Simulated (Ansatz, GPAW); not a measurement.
# Y2COS MXene monolayer: simulated STM images

What would a tunnelling microscope show on Y2COS MXene monolayer?

Calculated with GPAW 26.7.0 and Ansatz 0.2.0; Ansatz plane waves; layer without images along its normal, relaxation of atoms and in-plane cell, in the first sound run; inputs show where later runs differ.

Most raw output is cut from this account.

## Step 1: Set-up

The cell holds 5 atoms: 1 S, 2 Y, 1 C and 1 O. Cell: a = 3.478 Å, b = 3.478 Å, c = 23.897 Å, α = 90.0°, β = 90.0°, γ = 120.0°. Vacuum lies along c.

## Step 2: Relaxing the atoms

Forces are removed first; all later runs use this geometry.

Input file input.yaml:

```yaml
crystal:
  lattice:
    - [3.47776, 0.0, 0.0]
    - [-1.73888, 3.0118285083, 0.0]
    - [0.0, 0.0, 23.8972203109]
  atoms:
    - { symbol: S, position: [0.3333333333, 0.6666666667, 0.3766128396] }
    - { symbol: "Y", position: [0.6666666667, 0.3333333333, 0.4558552104] }
    - { symbol: C, position: [0.0, 0.0, 0.5132774303] }
    - { symbol: "Y", position: [0.3333333333, 0.6666666667, 0.5706996503] }
    - { symbol: O, position: [0.6666666667, 0.3333333333, 0.6233871604] }
  periodic: [true, true, false]
kpoints:
  mp_grid: { grid: [9, 9, 1] }
hamiltonian:
  xc: pbe
scf:
  occupations: { method: fermi_dirac, width: 0.05 }
relax:
  f_tol: 0.01
  max_steps: 90
  cell: {}
```

Run with:

```sh
$ ansatz run input.yaml --threads 4 --pin off --max-ram 8192MiB --backend cpu --events-out ev --progress --plain --runs-dir out
```

Run time: 30 s. Hardware: 4 threads of Intel Xeon Platinum 8375C at 2.90GHz (Ice Lake), shared host; peak memory 0.94 GiB; 1.8 min of CPU time.

Relaxation path:

```
step  energy less that of the first step (eV)  largest force component (eV/Å)  volume (Å³)
   1                                   0.0000                          5.4885       372.83
   2                                  -1.2076                          2.6825       376.35
   3                                  -1.6069                          0.6222       391.04
   4                                  -1.6659                          0.3013       403.16
   5                                  -1.6700                          0.1853       404.89
   6                                  -1.6729                          0.0265       406.71
   7                                  -1.6731                          0.0046       406.27
  8*                                  -1.6884                          0.0052       406.27
   9                                  -1.6883                          0.0104       407.63
  10                                  -1.6884                          0.0027       407.64
 11*                                  -1.6887                          0.0028       407.64
```

Relaxation steps marked * repeat the geometry before them on a plane-wave basis chosen anew for their cell, so energy and pressure can jump there.

Forces are held to the 6 operations that the run works with; a distortion that breaks them can't arise in this run.

```
cell as run  before  after  change
      a (Å)   3.478  3.636  +4.6 %
      b (Å)   3.478  3.636  +4.6 %
```

The atoms that moved most (Å, along periodic axes as changes of fractional coordinates times the final cell, across vacuum about the mean position):

```
atom     dx     dy      dz  length
  Y4  0.000  0.000   0.313   0.313
  O5  0.000  0.000  -0.269   0.269
  S1  0.000  0.000   0.168   0.168
  Y2  0.000  0.000  -0.108   0.108
  C3  0.000  0.000  -0.105   0.105
```

Final coordinates:

```xyz
5
Lattice="3.6365 0.0000 0.0000 -1.8182 3.1493 0.0000 0.0000 0.0000 35.5944" Properties=species:S:1:pos:R:3
S     0.0000    2.0995    9.1680
Y     1.8182    1.0498   10.7859
C     0.0000    0.0000   12.1613
Y     0.0000    2.0995   13.9515
O     1.8182    1.0498   14.6282
```

Numbers from this step:

| Quantity | Value |
| --- | --- |
| free energy | -9421.4356 eV |
| smearing term TS | 0.03839 eV |
| symmetry operations | 6 |

The relaxation lowered the energy of the cell by 1.69 eV.

## Step 3: Plane waves, PBE

The work function is the vacuum plateau of the electrostatic potential less the Fermi level; a dipole layer lets the two faces have plateaus of their own.

This step: GPAW, PAW setups; slab in vacuum (GPAW 26.7.0).

The cell differs from the one that the last finished run ended in (c 35.594 → 23.460 Å).

Input file run.py:

```python
import json
import numpy as np
from ase import Atoms
from ase.dft.stm import STM
from gpaw import GPAW, PW

slab = Atoms(
    ['S', 'Y', 'C', 'Y', 'O'],
    positions=[
        [0.00000, 2.09953, 9.00000],
        [1.81825, 1.04976, 10.61788],
        [-0.00000, -0.00000, 11.99330],
        [0.00000, 2.09953, 13.78351],
        [1.81825, 1.04976, 14.46022]],
    cell=[[3.63649, 0.0, 0.0], [-1.81825, 3.14929, 0.0], [0.0, 0.0, 23.4602]],
    pbc=[True, True, False])

slab.calc = GPAW(mode=PW(500), xc='PBE', kpts={'size': (9, 9, 1), 'gamma': True},
                 occupations={'name': 'fermi-dirac', 'width': 0.05}, nbands='160%',
                 convergence={'density': 1e-05}, maxiter=200,
                 poissonsolver={'dipolelayer': 'xy'},
                 symmetry={'tolerance': 1e-3}, txt='slab.txt')
result = {}
energy = slab.get_potential_energy()
fermi = slab.calc.get_fermi_level()
v = slab.calc.get_electrostatic_potential().mean((0, 1)) - fermi
n = slab.calc.get_pseudo_density().mean((0, 1))
L = slab.cell[2, 2]
z = np.arange(len(v)) * L / len(v)
low, high = slab.positions[:, 2].min(), slab.positions[:, 2].max()
below, above = np.interp([low - 6.8, high + 6.8], z, v)
slopes = [np.interp(x, z, np.gradient(v, z)) for x in (low - 6.8, high + 6.8)]
eps = np.array([[slab.calc.get_eigenvalues(k, s) for k in range(len(slab.calc.get_ibz_k_points()))]
                for s in range(slab.calc.get_number_of_spins())]) - fermi
top, bottom = eps[eps < 0].max(), eps[eps > 0].min()
dipole = slab.get_dipole_moment()[2]
print(f'energy {energy:.4f} eV, Fermi level {fermi:.4f} eV, dipole {dipole:.5f} e A')
print(f'potential 6.8 A off the faces, from the Fermi level: lower {below:.4f} eV, upper {above:.4f} eV')
print(f'slope of the potential there: lower {slopes[0]:.5f}, upper {slopes[1]:.5f} eV/A')
print(f'nearest levels on the mesh: {top:.4f} and {bottom:.4f} eV')
print('magnetic moment', round(slab.get_magnetic_moment(), 3))
result.update(energy=energy, fermi=fermi, dipole=dipole, below=below, above=above, slopes=slopes, edges=[top, bottom],
              z=z.tolist(), v=v.tolist(), n=n.tolist(), positions=slab.positions.tolist(),
              forces=slab.get_forces(apply_constraint=False).tolist(), moments=slab.get_magnetic_moments().tolist())

# Images need the states of the whole zone, up to time reversal
slab.calc = slab.calc.fixed_density(symmetry={'point_group': False}, txt='states.txt',
                                    convergence={'bands': 'CBM+0.8'})
stm = STM(slab)
result['stm'] = []
for bias in [-0.5, 0.5]:
    height = high + 3.0
    current = stm.get_averaged_current(bias, height)
    x, y, h = stm.scan(bias, current)
    i, f = divmod(height / L * stm.ldos.shape[2], 1)
    I = abs((1 - f) * stm.ldos[:, :, int(i)] + f * stm.ldos[:, :, int(i) + 1])
    print(f'bias {bias} V: mean current at 3.0 A {current:.4e}, corrugation {np.ptp(h):.4f} A')
    result['stm'].append(dict(bias=bias, current=current, h=(h - high).tolist(), I=I.tolist()))
json.dump(result, open('result.json', 'w'))
```

Run with:

```sh
$ OMP_NUM_THREADS=1 OPENBLAS_NUM_THREADS=1 python run.py
```

Elapsed: 1.7 min, on 1 thread; peak memory 0.56 GiB.

This step gave:

- dipole along the normal: 0.1044 e·Å
- levels nearest the Fermi level on the mesh: -0.01651, 0.1768 eV from the Fermi level
- upper work function: 5.142 eV
- lower work function: 6.793 eV
- corrugation -0.5: 0.5422 Å
- corrugation 0.5: 0.1638 Å

Table of electrostatic potential energy of an electron (without an applied field's), less the Fermi level, planar mean by z:

z (Å), electrostatic potential energy of an electron (without an applied field's), less the Fermi level, planar mean (eV) and a bar from the least value:
```
      0.0        6.0 #############################
      0.5        6.8 ##############################
      1.0        6.8 ##############################
      1.5        6.8 ##############################
      2.0        6.8 ##############################
      2.5        6.8 ##############################
      3.0        6.8 ##############################
      3.5        6.8 ##############################
      4.0        6.8 ##############################
      4.5        6.8 ##############################
      5.0        6.8 ##############################
      5.5        6.8 ##############################
      6.0        6.8 ##############################
      6.5        6.8 ##############################
      7.0        6.7 ##############################
      7.5        6.5 ##############################
      8.0        5.1 ############################
      8.5       -0.9 ####################
      9.0      -12.2 ####
      9.5       -4.2 ###############
     10.0       -5.4 ##############
     10.5      -15.0 #
     11.0      -10.1 #######
     11.5       -3.1 #################
     12.0       -6.1 #############
     12.5       -0.1 #####################
     13.0       -2.2 ##################
     13.5      -12.4 ####
     14.0      -15.5 
     14.5      -11.0 ######
     15.0        1.1 ######################
     15.5        4.3 ###########################
     16.0        5.0 ############################
     16.5        5.1 ############################
     17.0        5.1 ############################
     17.5        5.1 ############################
     18.0        5.1 ############################
     18.5        5.1 ############################
     19.0        5.1 ############################
     19.5        5.1 ############################
     20.0        5.1 ############################
     20.5        5.1 ############################
     21.0        5.1 ############################
     21.5        5.1 ############################
     22.0        5.1 ############################
     22.5        5.1 ############################
     23.0        5.1 ############################
```

Pseudo valence density, planar mean against z:

```
z (Å)  pseudo valence density, planar mean (e/Å³)
    5                                      6.2e-6
    6                                      1.5e-4
    7                                     0.00393
    8                                      0.0932
    9                                       0.312
   10                                       0.389
   11                                       0.550
   12                                       0.342
   13                                       0.238
   14                                       0.930
   15                                       0.251
   16                                     0.00923
   17                                      4.7e-4
   18                                      2.6e-5
```

Tip height over the top atom over a1 and a2. Sample bias -0.5 V, constant current at the mean current 3.0 Å over the top atom.

Ten even steps from '0' (2.69 Å) to '9' (3.23 Å):
```
00123445566554432100
11123344555443321111
22222334444332222222
33322333333322333333
44333222222333444444
54433222223344555655
65443222234456666666
65543222345567777777
66543223456678888887
66543234566788999887
65433334567899999987
65432345678999999987
64322346788999999887
54323456789999999876
43223456789999998765
32123456789999987654
21123466788998876643
10123456788888765432
00123456777777654321
00123456666666543210
```
Columns: a1 from 0 to 0.95; rows upwards: a2 from 0 to 0.95.

Local density of states summed over the bias window over a1 and a2. Sample bias -0.5 V, constant height 3.0 Å over the top atom.

Ten even steps from '0' (2.92 × 1e-6 arbitrary) to '9' (9.40 × 1e-6 arbitrary):
```
00001123344332110000
00000122222221000000
00000111111110000000
11001111111110011101
21111111111111122222
32211111111122333433
43211111111234445544
43211111112345666665
54211111124567777776
54211111245678888876
53211112356789999876
43211123467899999876
42100124578999999875
31000134678999998764
21001234678999987643
10001235678999876532
00001245678888765421
00000234677777643200
00001234566665432100
00001234455544321000
```
Columns: a1 from 0 to 0.95; rows upwards: a2 from 0 to 0.95.

Tip height over the top atom over a1 and a2. Sample bias 0.5 V, constant current at the mean current 3.0 Å over the top atom.

Values in Å, 12 rows by 16 columns, each cell a mean:
```
2.93 2.93 2.94 2.96 2.99 3.00 3.01 3.00 3.00 3.01 3.00 2.98 2.95 2.93 2.93 2.93
2.94 2.94 2.95 2.96 2.97 2.98 2.99 2.99 2.98 2.98 2.97 2.96 2.94 2.94 2.94 2.94
2.97 2.97 2.97 2.96 2.97 2.98 2.99 2.99 2.97 2.96 2.97 2.97 2.97 2.97 2.97 2.97
3.01 3.00 2.99 2.98 2.99 3.00 3.00 2.99 2.98 2.99 3.01 3.01 3.01 3.00 3.00 3.01
3.03 3.01 2.99 2.98 2.99 3.00 2.99 2.99 3.00 3.02 3.03 3.03 3.04 3.05 3.04 3.03
3.03 3.00 2.99 2.98 2.98 2.98 2.99 3.00 3.03 3.05 3.05 3.05 3.07 3.06 3.05 3.05
3.03 3.01 2.98 2.96 2.97 2.99 3.02 3.03 3.06 3.07 3.07 3.08 3.07 3.07 3.07 3.06
3.02 2.99 2.97 2.96 2.98 3.01 3.03 3.04 3.06 3.07 3.09 3.09 3.08 3.06 3.05 3.04
2.99 2.96 2.95 2.96 2.99 3.01 3.03 3.05 3.07 3.08 3.08 3.08 3.07 3.06 3.03 3.01
2.95 2.93 2.94 2.96 2.98 3.00 3.04 3.06 3.06 3.07 3.07 3.06 3.05 3.03 3.00 2.97
2.93 2.93 2.94 2.95 2.98 3.01 3.03 3.04 3.06 3.07 3.05 3.04 3.02 2.99 2.96 2.94
2.93 2.93 2.94 2.96 2.98 3.01 3.03 3.04 3.04 3.04 3.03 3.01 2.98 2.96 2.94 2.93
```
Columns: a1 from 0 to 0.95; rows upwards: a2 from 0 to 0.95.

Local density of states summed over the bias window over a1 and a2. Sample bias 0.5 V, constant height 3.0 Å over the top atom.

Ten even steps from '0' (3.24 × 1e-6 arbitrary) to '9' (4.52 × 1e-6 arbitrary):
```
10001345555554310001
00002344444443200000
00012233333322100000
11221123332112211101
33321234432123333223
44432344432344444444
65433444433456666666
65433444334566678766
65433333345677788777
65432223456888898888
65431134568998888998
65421245678999999987
64322346678899998876
43212346678899988766
31001346789899898764
10001346888898888643
00001246778998776421
00000246678987664200
11001346678876643100
11001346666666431001
```
Columns: a1 from 0 to 0.95; rows upwards: a2 from 0 to 0.95.

Force by atom:

```
atom  x (eV/Å)  y (eV/Å)  z (eV/Å)    size
  S1    0.0000    0.0000    0.0297  0.0297
  Y2    0.0000    0.0000   -0.0061  0.0061
  C3    0.0000    0.0000    0.0007  0.0007
  Y4    0.0000    0.0000    0.0212  0.0212
  O5    0.0000    0.0000   -0.0602  0.0602
```

The potential is flat to 4.2e-4 eV/Å where it is read, so the vacuum is wide enough. The geometry is the other program's minimum; here the largest force on a free atom is 0.060 eV/Å.

(Continued in part 2 of 2.)

[Logs are printed without paths, hosts, clocks, repeated set-up lines and the standing remarks that a program may print on its own settings, such as how far it seeks lower states.]

[Hosts, paths, dates, database ids (printed as entryN), source tags and the programs' standing remarks are cut or masked in the printed files.]
